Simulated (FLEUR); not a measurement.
# Calculated records

```xyz
8
Lattice="4.725 0.000 0.000 0.000 4.725 0.000 0.000 0.000 4.725" Properties=species:S:1:pos:R:3 pbc="T T T" subject="Collinear magnetic orders of MnGe with FLEUR" method="PBEsol; all-electron FLAPW, Dirac cores, scalar-relativistic bands" program="FLEUR MaX-R8.1" settings_of_one_run="kmax 3.69 1/bohr, gmax 11.1 1/bohr, muffin tin radii Mn: 2.22, Ge: 2.22 bohr, lmax Mn: [8, 6], Ge: [8, 6], hist occupations, smearing width 0.05 eV, mixer Anderson, mixing 0.05, max iterations 90, stop 2.00e-5 me/bohr³, collinear spin, 6×6×6 k-mesh, mesh matched on, starting moments 3.5 3.5 3.5 3.5 0 0 0 0 μB" cost="3 runs, 8.6 min in all on 4 MPI ranks of AMD EPYC 9R45, shared host (the runs of this entry)" notes="The run is spin-polarised, with a total moment of 7.80 μB a cell. This is the lowest of 3 finished starts, no proof of the ground state." lowest_state_found="ferromagnetic (initial ferro ++++)" largest_site_spin_moment="2.08 μB" next_finished_state="antiferromagnetic, 99.3 meV a seeded atom higher" energy_gained_by_spin_polarisation="170 meV a seeded atom"
Mn    3.010    0.648    1.715
Mn    0.648    1.715    3.010
Mn    1.715    3.010    0.648
Mn    4.077    4.077    4.077
Ge    1.618    3.980    3.107
Ge    3.980    3.107    1.618
Ge    3.107    1.618    3.980
Ge    0.745    0.745    0.745
```

[Logs and program files are shortened in this print: banners, set-up blocks, solver, clock and traceback lines can be left out without a mark of their own.]

[Logs are printed without paths, hosts, clocks, repeated set-up lines and the standing remarks that a program may print on its own settings, such as how far it seeks lower states.]

[Hosts, paths, dates, database ids (printed as entryN), source tags and the programs' standing remarks are cut or masked in the printed files.]

[Where a cell is said to come from a database of computed structures, the database is the Materials Project.]
